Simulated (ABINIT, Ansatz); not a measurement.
# CaAgH3 (Pm-3m): zone-centre phonons, part 4 of 4

Wanted: the vibrations of CaAgH3 (Pm-3m) at Γ, by two programs.

ABINIT 10.8.3; DFT LDA, scalar-relativistic, plane waves, PseudoDojo norm-conserving pseudopotentials.

So far. Step 4 (Linear response at Γ): The acoustic modes at Γ come out as far as 5.4 cm⁻¹ from zero, where they should vanish, a small numerical error. The lowest optical mode is imaginary, 623i cm⁻¹, an instability at this level and on this k mesh. Step 5 (Zone-centre analysis): The rule moves no optical mode by more than 0.2 cm⁻¹.

The structure was built from a prototype and need not be the compound's stable phase.

## 6. Cross-check with Ansatz

A second program on the same cell, potentials, cutoff and meshes tests the implementation of the phonon response, not its convergence.

This step: DFT LDA, scalar-relativistic, plane waves, PseudoDojo norm-conserving pseudopotentials (Ansatz 0.2.0).

File input.yaml:

```yaml
crystal:
  lattice:
    - [4.0055595064, 0.0, 0.0]
    - [0.0, 4.0055595064, 0.0]
    - [0.0, 0.0, 4.0055595064]
  atoms:
    - { symbol: Ag, position: [0.0, 0.0, 0.0] }
    - { symbol: Ca, position: [0.5, 0.5, 0.5] }
    - { symbol: H, position: [0.5, 0.5, 0.0] }
    - { symbol: H, position: [0.5, 0.0, 0.5] }
    - { symbol: H, position: [0.0, 0.5, 0.5] }
kpoints:
  mp_grid: { grid: [6, 6, 6] }
hamiltonian:
  xc: lda
  pseudopotentials: { kind: nc, accuracy: standard }
scf:
  occupations: { method: gaussian, width: 0.02721 }
output:
  eigenvalues: true
basis:
  ecutwfc: 1061.244
phonons:
  method: dfpt
```

On the command line:

```sh
$ ansatz run input.yaml --threads 4 --pin off --max-ram 8192MiB --backend cpu --events-out ev --progress --plain --runs-dir out
```

Log:

```text
Warning: basis.ecutwfc = 1061.244 eV is below the records' recommended 1170.089609 eV, and the density's cutoff is lower with it unless basis.ecutrho_ratio is high enough to keep the records' density cutoff: compare with a run at a higher cutoff
zone centre: on kpoints.mp_grid the ground state, and the responses unless they are solved on pairs of k-points, stand on 64 of the mesh's 216 k-points, reduced under 8 symmetry operations, with k and −k counted as one. Each operation leaves every solved displacement unchanged or reverses it
Engine: ansatz 0.2.0, aarch64-unknown-linux-gnu
Pseudopotentials: kind: nc
Pseudopotential: Ag, nc, valence charge 19, recommended cutoff 1170.089609 eV (normal), Ag.nc.azcp (PseudoDojo's, or run here from an input of PseudoDojo's; its table is named by hamiltonian.pseudopotentials.accuracy)
Pseudopotential: Ca, nc, valence charge 10, recommended cutoff 979.609905 eV (normal), Ca.nc.azcp (PseudoDojo's, or run here from an input of PseudoDojo's; its table is named by hamiltonian.pseudopotentials.accuracy)
Pseudopotential: H, nc, valence charge 1, recommended cutoff 1006.821291 eV (normal), H.nc.azcp (PseudoDojo's, or run here from an input of PseudoDojo's; its table is named by hamiltonian.pseudopotentials.accuracy)
Functional definition: SPW92
  exchange = slater_x
  correlation = pw_c
Crystal: 5 atoms, lattice volume = 64.267 Å³
Basis set: ecut = 1061.244 eV, 5041 PW (Γ), exchange–correlation on 90×90×90 points (8 copies of the dense FFT grid, shifted against one another)
Bands: 21, of which v1, the nominal top of the filled ones, is band 16 counted from 1 (15 counted from 0)
Symmetry: 48 space group operations
k-points: 64 of 216 (irreducible under 8 space group operations)
Non-local potential: Ag, projectors of the file, l = 0: 2, l = 1: 2, l = 2: 2
Non-local potential: Ca, projectors of the file, l = 0: 2, l = 1: 2, l = 2: 2
Non-local potential: H, projectors of the file, l = 0: 2, l = 1: 1
Initial density: superposition of atomic densities (chi_scale 0.1, normalization cell, long waves kept (reshape's long-wave potential 0.00 eV rms))
Initial wavefunctions: pseudopotential atomic-orbital guess
Functional: x = slater, c = lda
SCF iter   1: F=—  HF=-5322.213648 eV  |F-HF|=—  |Δ(HF+E_count)|=         —  Δρ=2.01e-1  dr2=4.80e1  ethr=3.10e-3  ⟨swp⟩=9.6  Hψ=9385  notcnv=0
preconditioner: auto → Resta (q_TF=auto, 2.429 Å⁻¹)  ε∞=18.5  [insulator: Δε(μ)=0.083 eV  Ē_g=4.430 eV  σ=0.027 eV  W_gap=0.63  n_scr=18 (ndim 8)  ℏωp=18.5 eV  f_vac=0.000  D(μ)=3.51/eV (n_scr^D=32)  ε∞_Penn≈18.5]
SCF iter   2: F=—  HF=-5316.704964 eV  |F-HF|=—  |Δ(HF+E_count)|=    5.51e0  Δρ=9.68e-2  dr2=4.34e0  ethr=3.10e-3  ⟨swp⟩=5.0  Hψ=4318  notcnv=0  defer=40
SCF iter   3: F=—  HF=-5315.502972 eV  |F-HF|=—  |Δ(HF+E_count)|=    1.20e0  Δρ=3.57e-2  dr2=9.80e-1  ethr=3.10e-3  ⟨swp⟩=3.0  Hψ=3276  notcnv=0  defer=60
SCF iter   4: F=—  HF=-5315.197596 eV  |F-HF|=—  |Δ(HF+E_count)|=   3.05e-1  Δρ=1.40e-2  dr2=1.99e-1  ethr=3.06e-3  ⟨swp⟩=2.3  Hψ=2620  notcnv=0  defer=58
SCF iter   5: F=—  HF=-5315.146561 eV  |F-HF|=—  |Δ(HF+E_count)|=   5.10e-2  Δρ=5.04e-3  dr2=3.12e-2  ethr=6.23e-4  ⟨swp⟩=3.1  Hψ=2019  notcnv=0  defer=61
SCF iter   6: F=—  HF=-5315.136205 eV  |F-HF|=—  |Δ(HF+E_count)|=   1.04e-2  Δρ=7.33e-4  dr2=3.07e-4  ethr=9.75e-5  ⟨swp⟩=3.6  Hψ=3164  notcnv=0  defer=59
SCF iter   7: F=—  HF=-5315.136220 eV  |F-HF|=—  |Δ(HF+E_count)|=   1.47e-5  Δρ=2.29e-4  dr2=5.83e-5  ethr=9.60e-7  ⟨swp⟩=2.0  Hψ=2113  notcnv=0  defer=58
SCF iter   8: F=—  HF=-5315.136196 eV  |F-HF|=—  |Δ(HF+E_count)|=   2.43e-5  Δρ=7.63e-5  dr2=5.98e-6  ethr=1.82e-7  ⟨swp⟩=2.3  Hψ=1919  notcnv=0  defer=58
SCF iter   9: F=—  HF=-5315.136198 eV  |F-HF|=—  |Δ(HF+E_count)|=   2.52e-6  Δρ=1.72e-5  dr2=3.08e-7  ethr=1.87e-8  ⟨swp⟩=2.0  Hψ=1897  notcnv=0  defer=58
SCF iter  10: F=—  HF=-5315.136095 eV  |F-HF|=—  |Δ(HF+E_count)|=   1.03e-4  Δρ=2.22e-6  dr2=2.43e-9  ethr=9.64e-10  ⟨swp⟩=2.1  Hψ=2066  notcnv=0  defer=58
SCF iter  11: F=—  HF=-5315.136095 eV  |F-HF|=—  |Δ(HF+E_count)|=  9.64e-11  Δρ=3.30e-7  dr2=5.63e-11  ethr=7.61e-12  ⟨swp⟩=2.8  Hψ=2382  notcnv=0  defer=58
SCF iter  12: F=-5315.136095 eV  HF=-5315.136095 eV  |F-HF|=2.73e-12  |Δ(HF+E_count)|=  5.46e-12  Δρ=8.23e-8  dr2=3.33e-12  ethr=1.00e-12  ⟨swp⟩=14.9  Hψ=9527  notcnv=0
SCF 1 converged in 12 iterations: F = -5315.136095 eV  dr2 = 3.33e-12
DFPT response loops at Γ: preconditioner auto → Kerker (q_TF=auto, 2.429 Å⁻¹) (partly filled bands, converged f_vac=0.000); β = 1.00, the filter's whole step (`scf.mixing.beta` (0.50) is not read by the response loops under this deck's `scf.mixing.preconditioner`; to damp them name `kerker` or `kerker_dos`, under which they read `scf.mixing.beta`, and type it under 1.00, their step now; both keys bind the ground state too); Broyden in place of MSR1
SCF converged after 12 iterations
Free energy (F): -5315.136095 eV
Harris-Foulkes:  -5315.136095 eV  (|F-HF|=2.73e-12)
Internal energy: -5315.136095 eV  (E = F + TS)
E sigma→0 (E₀):  -5315.136095 eV
Fermi energy:    5.940417 eV
--- Per-component energies (eV) ---
  E_band       = -547.118027
  E_kinetic    = 1854.508192
  E_local      = -4897.563936  (includes V_loc(G=0)·N_el)
  E_nonlocal   = 12.616377
  E_hartree    = 1617.296047
  E_xc         = -851.886847
  E_vxc        = -751.270643  (∫ρ·V_xc dr)
  E_ewald      = -3050.105929
  E_smearing   = -0.000000  (= −TS)
  E_closure    = 0.000000  (closes the sum)
  Σ components = -5315.136095   (vs F -5315.136095, Δ=0.00e0)
--- Band table (eV; the first three rows and the last of 64) ---
  k-point 0: bands = [... 12 lower, 3.0548, 3.0548, 4.9983, 4.9983, 10.9340, 11.7151, 11.7151, 11.7151, ... 1 higher]
  k-point 1: bands = [... 12 lower, 3.0266, 3.0613, 4.8980, 4.9544, 9.6402, 11.2041, 11.2041, 12.6438, ... 1 higher]
  k-point 2: bands = [... 12 lower, 2.9712, 3.0743, 4.4864, 4.6691, 9.1393, 10.6657, 10.6657, 12.6212, ... 1 higher]
  k-point 63: bands = [... 12 lower, 3.2450, 6.2644, 6.2644, 6.2644, 7.6204, 7.6204, 7.6204, 8.4389, ... 1 higher]
--- Phonons (Γ-DFPT): 4 representative perturbations + reference, on 64 of 216 k-points (Σ response iterations 14) ---
  k mesh reduced under 8 symmetry operations, with k and −k counted as one. Each operation leaves every solved displacement unchanged or reverses it
  ASR residual: 2.443e-4 → 0.000e0 eV/Å²; symmetrization residual: 8.312e-7 eV/Å²
  ASR residual per site (eV/Å²): 2.44e-4 1.22e-4 1.18e-5 1.18e-5 1.18e-5
  Γ frequencies (cm⁻¹): -623.28 -623.28 -623.28 -613.15 -613.15 -613.15 0.00 0.00 0.00 108.79 108.79 108.79 1703.94 1703.94 1703.94
  non-analytic LO–TO correction: not included (Born effective charges unavailable; polar crystals: no LO–TO splitting at Γ)
```

Run time: 35 s. Hardware: 4 threads of Arm Neoverse V1, shared host; peak memory 1.1 GiB; 2.3 min of CPU time.

Read from the output:

| Quantity | Value |
| --- | --- |
| sum-rule residual before enforcement | 2.44e-4 eV/Å² |
| lowest optical zone-centre mode | -623.3 cm⁻¹ |

## 7. The two compared: ABINIT PseudoDojo and Ansatz, PseudoDojo

Worked out from the results:

```yaml
root_mean_square_difference: 0.11 cm⁻¹
largest_difference: 0.17 cm⁻¹
```

The 12 of 12 modes that differ most. Frequencies side by side:

| q (reciprocal lattice) | mode | ABINIT PseudoDojo (cm⁻¹) | Ansatz, PseudoDojo (cm⁻¹) |
| --- | --- | --- | --- |
| 0 0 0 | 1 | -623.2 | -623.3 |
| 0 0 0 | 2 | -623.2 | -623.3 |
| 0 0 0 | 3 | -623.2 | -623.3 |
| 0 0 0 | 4 | -613 | -613.1 |
| 0 0 0 | 5 | -613 | -613.1 |
| 0 0 0 | 6 | -613 | -613.1 |
| 0 0 0 | 10 | 108.8 | 108.8 |
| 0 0 0 | 11 | 108.8 | 108.8 |
| 0 0 0 | 12 | 108.8 | 108.8 |
| 0 0 0 | 13 | 1704 | 1704 |
| 0 0 0 | 14 | 1704 | 1704 |
| 0 0 0 | 15 | 1704 | 1704 |

At the zone centre the largest difference (acoustic modes at Γ apart) is 0.010 % of the highest mode.

## 8. Outcome

| Quantity | Value |
| --- | --- |
| space group after relaxation | Pm-3m |
| volume per atom | 12.9 Å³ |
| highest optical zone-centre mode (no LO-TO term) | 1704 cm⁻¹ |
| lowest optical zone-centre mode | -623.2 cm⁻¹ |
| imaginary optical modes at the zone centre (no q mesh in this session) | yes |
| largest difference from Ansatz, PseudoDojo | 0.17 cm⁻¹ |

What this shows: At the LDA level the optical modes of CaAgH3 (Pm-3m) at the zone centre run from 623i to 1704 cm⁻¹, so the structure is a saddle point, with 6 modes beyond 10i cm⁻¹ there. ABINIT PseudoDojo and Ansatz, PseudoDojo agree to 0.17 cm⁻¹ (0.010 % of the highest mode compared) on all solved modes but the acoustic ones at Γ, without the LO-TO term. These are harmonic frequencies at zero temperature: anharmonic shifts and linewidths and thermal expansion are left out. Ansatz warns that the cutoff lies 9 % under the one recommended for these files; agreement at one cutoff is not convergence. The gap is closed at this level, which can be the usual underestimate of semilocal functionals and leaves polar modes without their LO-TO splitting; the narrow smearing kept for a small-gap crystal asks for a denser k mesh than was used. The structure is a hypothetical one, built on a prototype.

[Host names and launcher messages were left out of these logs when they were recorded.]

[Logs are printed without paths, hosts, clocks, repeated set-up lines and the standing remarks that a program may print on its own settings, such as how far it seeks lower states.]

[Hosts, paths, dates, database ids (printed as entryN), source tags and the programs' standing remarks are cut or masked in the printed files.]
